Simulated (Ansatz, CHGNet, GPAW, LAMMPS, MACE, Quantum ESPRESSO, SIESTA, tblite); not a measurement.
**Quantum ESPRESSO on glassy 61Al2O3-39P2O5 (mol %) (104 atoms): settings compared**

How far do other settings of Quantum ESPRESSO move the forces in glassy 61Al2O3-39P2O5 (mol %) (104 atoms)? One run of the same program serves as the yardstick.

Method: the method is named at each step, in Quantum ESPRESSO 7.5.

## 1. The structure

The cell holds 104 atoms: 22 Al, 14 P and 68 O. Cell: a = 10.928 Å, b = 10.928 Å, c = 10.928 Å, α = 90.0°, β = 90.0°, γ = 90.0°. 104 atoms (22 Al, 14 P, 68 O) placed at random at 2.66 g/cm³, melted at 4000 K for 10 ps at fixed volume with the Morse and Coulomb pair potential with partial charges (Pedone, Malavasi, Menziani, Cormack and Segre, J. Phys. Chem. B 110, 11780 (2006)). Quenched from 4000 K to 300 K at 50 K/ps and fixed volume, held 10 ps at zero pressure.

The yardstick, on the same geometry:

| Item | Value |
| --- | --- |
| method | Kohn-Sham DFT, PBE, SSSP efficiency 1.3.0 pseudopotentials, plane waves (Quantum ESPRESSO 7.5); sssp-pbe-1.3.0-efficiency, cutoffs 60/480 Ry, Γ point |
| r.m.s. force component | 1.16 eV/Å |
| longest force | 5.092 eV/Å |
| pressure | 5.52 GPa |
| gap (highest filled to lowest empty level) | 3.349 eV |
| time | 4.4 min on 4 MPI ranks of Arm Neoverse V2, shared host |
| CPU time | 18 min |

## 2. PBE, sssp-1.3.0-efficiency, 30/240 Ry

Method: Kohn-Sham DFT, PBE, SSSP efficiency 1.3.0 pseudopotentials, plane waves.

pw.in

```
&control
  calculation = 'scf'
  pseudo_dir = './pseudo'
  outdir = './tmp'
  disk_io = 'none'
  tprnfor = .true.
  tstress = .true.
/
&system
  ibrav = 0
  nat = 104
  ntyp = 3
  ecutwfc = 30
  ecutrho = 240
  nosym = .true.
  occupations = 'smearing'
  smearing = 'fd'
  degauss = 0.003675
/
&electrons
  conv_thr = 5.2e-07
  electron_maxstep = 100
  mixing_beta = 0.4
  mixing_mode = 'plain'
  diagonalization = 'david'
/
ATOMIC_SPECIES
Al 26.982 Al.upf
P 30.974 P.upf
O 15.999 O.upf
CELL_PARAMETERS angstrom
10.92802 0.00000 0.00000
0.00000 10.92802 0.00000
0.00000 0.00000 10.92802
ATOMIC_POSITIONS crystal
Al 0.18532 0.50291 0.35003
Al 0.85571 0.07066 0.49822
Al 0.47070 0.58053 0.27548
Al 0.36452 0.76912 0.05267
Al 0.83312 0.61063 0.56616
Al 0.15697 0.46730 0.61810
Al 0.99459 0.76715 0.69737
Al 0.27662 0.64047 0.78106
Al 0.42135 0.07772 0.24049
Al 0.80724 0.28159 0.32679
Al 0.84517 0.79690 0.11018
Al 0.40297 0.47498 0.05782
Al 0.52778 0.55409 0.82933
Al 0.23680 0.20688 0.34943
Al 0.06100 0.71872 0.45157
Al 0.50954 0.32471 0.33190
Al 0.80892 0.19133 0.81788
Al 0.78292 0.95754 0.74825
Al 0.99837 0.57503 0.83739
Al 0.37176 0.89084 0.66720
Al 0.08685 0.10983 0.88750
Al 0.34974 0.66076 0.48443
P 0.77685 0.54289 0.22207
P 0.09519 0.82969 0.96212
P 0.61804 0.81054 0.91482
P 0.68632 0.94693 0.31298
P 0.44105 0.38018 0.61474
P 0.89616 0.33710 0.58395
P 0.02614 0.21863 0.14277
P 0.13909 0.07178 0.59670
P 0.10327 0.48788 0.10148
P 0.75266 0.44097 0.95956
P 0.36112 0.19611 0.97510
P 0.58491 0.75653 0.50411
P 0.51561 0.13957 0.74965
P 0.25629 0.87078 0.31954
O 0.00936 0.03265 0.54609
O 0.74802 0.88821 0.20409
O 0.88734 0.06295 0.82859
O 0.62105 0.47297 0.93182
O 0.32538 0.80809 0.42331
O 0.32477 0.84402 0.20227
O 0.90902 0.21663 0.22259
O 0.19473 0.15766 0.49866
O 0.02658 0.37543 0.58981
O 0.86409 0.83749 0.71490
O 0.56569 0.00612 0.27007
O 0.73631 0.77889 0.98324
O 0.14527 0.52723 0.77339
O 0.40419 0.32577 0.99439
O 0.27981 0.00734 0.32490
O 0.48029 0.38994 0.47945
O 0.32838 0.62410 0.62516
O 0.59049 0.69845 0.83488
O 0.51026 0.66734 0.42739
O 0.64794 0.57776 0.26503
[... 44 atom lines left out ...]
O 0.09037 0.78739 0.59066
O 0.87607 0.24498 0.48204
O 0.49381 0.81416 0.58807
O 0.84667 0.65445 0.18053
K_POINTS gamma
```

The run is started by

```sh
$ OMP_NUM_THREADS=1 mpirun -np 2 pw.x -in pw.in > output.txt
```

The log of the run:

```text
Program PWSCF
     gamma-point specific algorithms are used
     Parallelization info
     sticks:   dense  smooth     PW     G-vecs:    dense   smooth      PW
     Min        4055    2025    504               276166    97632   12201
     Max        4058    2028    505               276175    97637   12204
     Sum        8113    4053   1009               552341   195269   24405
     bravais-lattice index     =            0
     lattice parameter (alat)  =      20.6510  a.u.
     unit-cell volume          =    8806.8590 (a.u.)^3
     number of atoms/cell      =          104
     number of atomic types    =            3
     number of electrons       =       544.00
     number of Kohn-Sham states=          326
     kinetic-energy cutoff     =      30.0000  Ry
     charge density cutoff     =     240.0000  Ry
     scf convergence threshold =      5.2E-07
     mixing beta               =       0.4000
     number of iterations used =            8  plain     mixing
     Exchange-correlation= SLA  PW   PBX  PBC
                           (   1   4   3   4   0   0   0)
     crystal axes: (cart. coord. in units of alat)
               a(1) = (   1.000000   0.000000   0.000000 )
               a(2) = (   0.000000   1.000000   0.000000 )
               a(3) = (   0.000000   0.000000   1.000000 )
     reciprocal axes: (cart. coord. in units 2 pi/alat)
               b(1) = (  1.000000  0.000000  0.000000 )
               b(2) = (  0.000000  1.000000  0.000000 )
               b(3) = (  0.000000  0.000000  1.000000 )
     PseudoPot. # 1 for Al:
     Pseudo is Projector augmented-wave + core cor, Zval =  3.0
     PseudoPot. # 2 for P :
     Pseudo is Ultrasoft + core correction, Zval =  5.0
     PseudoPot. # 3 for O :
     Pseudo is Projector augmented-wave + core cor, Zval =  6.0
     atomic species   valence    mass     pseudopotential
     Al                3.00    26.98200     Al( 1.00)
     P                 5.00    30.97400     P ( 1.00)
     O                 6.00    15.99900     O ( 1.00)
     No symmetry found
   Cartesian axes
     number of k points=     1  Fermi-Dirac smearing, width (Ry)=  0.0037
                       cart. coord. in units 2pi/alat
        k(    1) = (   0.0000000   0.0000000   0.0000000), wk =   2.0000000
     Dense  grid:   276171 G-vectors     FFT dimensions: ( 108, 108, 108)
     Smooth grid:    97635 G-vectors     FFT dimensions: (  75,  75,  75)
     Check: negative core charge=   -0.000010
     Initial potential from superposition of free atoms
     starting charge     543.9473, renormalised to     544.0000
     Starting wfcs are  416 randomized atomic wfcs
     Self-consistent Calculation
     iteration #  1     ecut=    30.00 Ry     beta= 0.40
     total energy              =   -3898.09677331 Ry
     estimated scf accuracy    <      24.78756586 Ry
     iteration #  2     ecut=    30.00 Ry     beta= 0.40
     total energy              =   -3903.43618941 Ry
     estimated scf accuracy    <       1.10842969 Ry
     iteration #  3     ecut=    30.00 Ry     beta= 0.40
     total energy              =   -3903.46144197 Ry
     estimated scf accuracy    <       0.36396283 Ry
     iteration #  4     ecut=    30.00 Ry     beta= 0.40
     total energy              =   -3903.49301016 Ry
     estimated scf accuracy    <       0.03599394 Ry
     iteration #  5     ecut=    30.00 Ry     beta= 0.40
     total energy              =   -3903.49280666 Ry
     estimated scf accuracy    <       0.00612830 Ry
     iteration #  6     ecut=    30.00 Ry     beta= 0.40
     total energy              =   -3903.49427182 Ry
     estimated scf accuracy    <       0.00030902 Ry
     iteration #  7     ecut=    30.00 Ry     beta= 0.40
     total energy              =   -3903.49431748 Ry
     estimated scf accuracy    <       0.00006250 Ry
     iteration #  8     ecut=    30.00 Ry     beta= 0.40
     total energy              =   -3903.49433523 Ry
     estimated scf accuracy    <       0.00000714 Ry
     iteration #  9     ecut=    30.00 Ry     beta= 0.40
     total energy              =   -3903.49433660 Ry
     estimated scf accuracy    <       0.00000088 Ry
     iteration # 10     ecut=    30.00 Ry     beta= 0.40
     End of self-consistent calculation
          k = 0.0000 0.0000 0.0000 ( 12203 PWs)   bands (ev):
   -19.3189 -19.2186 -18.7117 -18.6340 -18.6152 -18.4674 -18.2851 -18.2384
   -17.8641 -17.4760 -17.3466 -17.3295 -17.1976 -16.9696 -16.6551 -16.6431
   -16.5686 -16.4670 -16.1443 -16.1413 -16.0738 -16.0697 -16.0387 -15.9677
   -15.8182 -15.7968 -15.7734 -15.7367 -15.6966 -15.6498 -15.5747 -15.5491
   -15.5110 -15.4236 -15.3820 -15.3596 -15.3262 -15.2336 -15.2289 -15.1198
   -15.0447 -14.9789 -14.8788 -14.8749 -14.8229 -14.8132 -14.7778 -14.6529
   -14.6252 -14.5041 -14.4308 -14.3186 -14.1705 -14.1652 -13.9015 -13.7946
   -13.6660 -13.6530 -13.2523 -13.0867 -12.8977 -12.8869 -12.3034 -12.2615
   -12.0701 -11.9269 -11.8971 -11.7281  -8.8697  -8.6165  -7.9811  -7.8424
    -7.5414  -6.6145  -6.3839  -6.1133  -5.6278  -5.5814  -5.4727  -5.3380
    -5.2210  -5.0431  -4.9508  -4.7907  -4.6782  -4.5655  -4.4474  -4.4014
    -4.3211  -4.2182  -4.1559  -4.0533  -4.0366  -3.9550  -3.9036  -3.8013
[...]
9.8160   9.9334   9.9739  10.0968  10.1870  10.3532  10.4016  10.4849
    10.6012  10.7046  10.7266  10.7691  10.8717  10.8843  10.9548  10.9747
    11.0505  11.0977  11.1179  11.1636  11.1877  11.2703  11.3576  11.3793
    11.4588  11.5169  11.5843  11.6299  11.7258  11.7296  11.7740  11.8171
    11.8387  11.8729  11.8921  11.9253  11.9878  12.0428  12.1058  12.1319
    12.1640  12.2054  12.2439  12.3195  12.3977  12.4391
     the Fermi energy is     5.7733 ev
!    total energy              =   -3903.49433685 Ry
     estimated scf accuracy    <       0.00000023 Ry
     smearing contrib. (-TS)   =      -0.00000000 Ry
     internal energy E=F+TS    =   -3903.49433685 Ry
     The total energy is F=E-TS. E is the sum of the following terms:
     one-electron contribution =   -1346.36147056 Ry
     hartree contribution      =     976.99656265 Ry
     xc contribution           =    -637.25890973 Ry
     ewald contribution        =   -1487.64991707 Ry
     one-center paw contrib.   =   -1409.22060214 Ry
     convergence has been achieved in  10 iterations
     Forces acting on atoms (cartesian axes, Ry/au):
     atom    1 type  1   force =     0.01145226    0.00359860   -0.03792688
     atom    2 type  1   force =     0.09480460    0.00255600    0.15708145
     atom    3 type  1   force =     0.07502883   -0.00346585   -0.06743994
     atom    4 type  1   force =     0.04286064   -0.02856479    0.05697306
     atom    5 type  1   force =    -0.00949656    0.01434631    0.00266360
     atom    6 type  1   force =    -0.00094672    0.04494789   -0.01342829
     atom    7 type  1   force =    -0.06020074    0.02744285    0.05517776
     atom    8 type  1   force =     0.02641729    0.03354815   -0.05434996
     atom    9 type  1   force =    -0.00254726   -0.05751632    0.00664786
     atom   10 type  1   force =    -0.01572760    0.05199500   -0.01783606
     atom   11 type  1   force =    -0.03833910   -0.00056329   -0.05573419
     atom   12 type  1   force =    -0.04778813    0.02942659    0.03132659
[...]
atom  100 type  3   force =     0.02160577   -0.04565028    0.04705285
     atom  101 type  3   force =     0.12739704    0.03200406   -0.10135070
     atom  102 type  3   force =    -0.03915754   -0.09808570   -0.13150987
     atom  103 type  3   force =     0.00084923    0.02769925    0.02570232
     atom  104 type  3   force =     0.05658246    0.02713512    0.02617573
     Total force =     0.799339     Total SCF correction =     0.001337
     Computing stress (Cartesian axis) and pressure
          total   stress  (Ry/bohr**3)                   (kbar)     P=     -319.88
  -0.00237517  -0.00003899  -0.00005677         -349.40       -5.74       -8.35
  -0.00003899  -0.00198079   0.00017447           -5.74     -291.38       25.67
  -0.00005677   0.00017447  -0.00216754           -8.35       25.67     -318.86
     Message from routine punch:
     Nothing written, as per user request (disk_io='none')
```

Run time: 2.6 min. Hardware: 2 MPI ranks of Arm Neoverse V2, shared host; peak memory 1.5 GiB.

Banners, paths, timers and routine set-up lines are dropped from the logs unmarked, and long logs keep their key lines alone; longer cuts are marked.

Compared with the plane-wave run:

```
r.m.s. force component                           : 1.164 eV/Å
r.m.s. difference of force components            : 41.86 meV/Å
longest difference of force vectors              : 139.1 meV/Å
force difference over r.m.s. force               : 3.607 %
slope of forces against the reference's          : 1.002
correlation of force components                  : 0.9993
gap (highest filled to lowest empty level) : 3.284 eV
gap difference                                   : -0.0651 eV
pressure                                         : -31.99 GPa
pressure difference                              : -37.51 GPa
energy less the same-level run's                 : 572 meV/atom
r.m.s. force difference from the same-level run  : 41.86 meV/Å
```

This is a coarse setting, run to see what it loses.

Length of the force difference by element (eV/Å):

```
element  atoms   mean   most
     Al     22  0.018  0.039
      O     68  0.083   0.14
      P     14  0.028  0.047
```

Levels nearest the highest filled one (eV from it): -1.04, -0.90, -0.77, -0.73, -0.68, -0.51, -0.42, -0.36, -0.31, -0.21, -0.15, 0.00, 3.28, 4.52, 4.64, 4.88, 4.97, 5.16, 5.21, 5.30, 5.51, 5.63, 5.67, 5.79.

The surroundings of O75, which has 3 bonded neighbours where the commonest count for O is 2, nearest first, numbered as they follow in the input and with coordinates relative to it.

| atom | x | y | z | distance (Å) | bonds | Fx | Fy | Fz (eV/Å) |
| --- | --- | --- | --- | --- | --- | --- | --- | --- |
| O75 | 0.00 | 0.00 | 0.00 | 0.00 | 3 | 0.02 | 0.12 | -0.25 |
| Al16 | 0.44 | -1.10 | 1.30 | 1.76 | 4 | 0.37 | 0.22 | -0.13 |
| Al3 | 0.01 | 1.70 | 0.69 | 1.83 | 5 | 1.93 | -0.09 | -1.73 |
| Al12 | -0.73 | 0.54 | -1.69 | 1.92 | 5 | -1.23 | 0.76 | 0.81 |
| O72 | -0.41 | 2.26 | -1.01 | 2.51 | 3 | -0.16 | -0.02 | -0.01 |
| O56 | 1.95 | 1.67 | 0.57 | 2.63 | 2 | 0.32 | 0.18 | 0.09 |
| O58 | -1.52 | 1.57 | 1.47 | 2.64 | 3 | -0.13 | 1.00 | 0.93 |
| O50 | -0.71 | -1.09 | -2.38 | 2.71 | 2 | 0.64 | 0.42 | -0.63 |
| O81 | -0.74 | -2.37 | 1.27 | 2.79 | 3 | -0.62 | -1.08 | -0.33 |

Forces lie 3.6 % from the reference's, at 0.30 times its CPU time (on 2 against 4 cores).

The difference per atom is largest on O (0.083 eV/Å on average, against 0.028 on P).

Within one program, basis, potentials and functional, energies share a zero. Each run against its twin at the usual cutoff or grid and solver:

```
                                     run                              twin  Δ energy (meV/atom)  Δ force, r.m.s. (meV/Å)        CPU time over the twin's
QE PBE, sssp-1.3.0-efficiency, 30/240 Ry  sssp-1.3.0-efficiency, 60/480 Ry                  572                     41.9  0.3 (this twin ran on 4 cores)
```

## 3. Outcome

```json
{
 "force difference from the reference": "QE PBE, sssp-1.3.0-efficiency, 30/240 Ry (coarse), 3.6 %",
 "its CPU time": "5.3 min"
}
```

What this shows: Runs with settings chosen to be coarse differ by 3.6 % (QE PBE, sssp-1.3.0-efficiency, 30/240 Ry). One electronic-structure run takes under half the reference's CPU time: QE PBE, sssp-1.3.0-efficiency, 30/240 Ry, at 3.6 % in 5.3 min against 18 min; its pressure misses by -37.5 GPa. At the same functional, the gap of QE PBE, sssp-1.3.0-efficiency, 30/240 Ry lies 0.07 eV below the reference's 3.35 eV. In pressure, QE PBE, sssp-1.3.0-efficiency, 30/240 Ry misses by -37.5 GPa, at the same functional; a cutoff this low leaves a large Pulay stress. The reference's pressure holds the uncorrected Pulay stress of its 60 Ry basis, so small pressure differences, and their order, may be the reference's own error. The quench rate of 50 K/ps is many orders above laboratory rates, so the cell is likely richer in defects and strain than a real sample. The network of bonds at the start is that of the classical potential that made the cell, and needn't be the one that DFT or experiment would give. The reference's stress is far from hydrostatic: its diagonal is 2.4, 8.5, 5.6 GPa, compression counted positive. The electronic-structure runs sample only Γ, in a cell whose shortest periodic width is 11 Å.

[Also dropped from logs without a mark: logging warnings of Python, and SIESTA's first energy breakdown and zero terms.]

[Logs are printed without paths, hosts, clocks, repeated set-up lines and the standing remarks that a program may print on its own settings, such as how far it seeks lower states.]

[Hosts, paths, dates, database ids (printed as entryN), source tags and the programs' standing remarks are cut or masked in the printed files.]
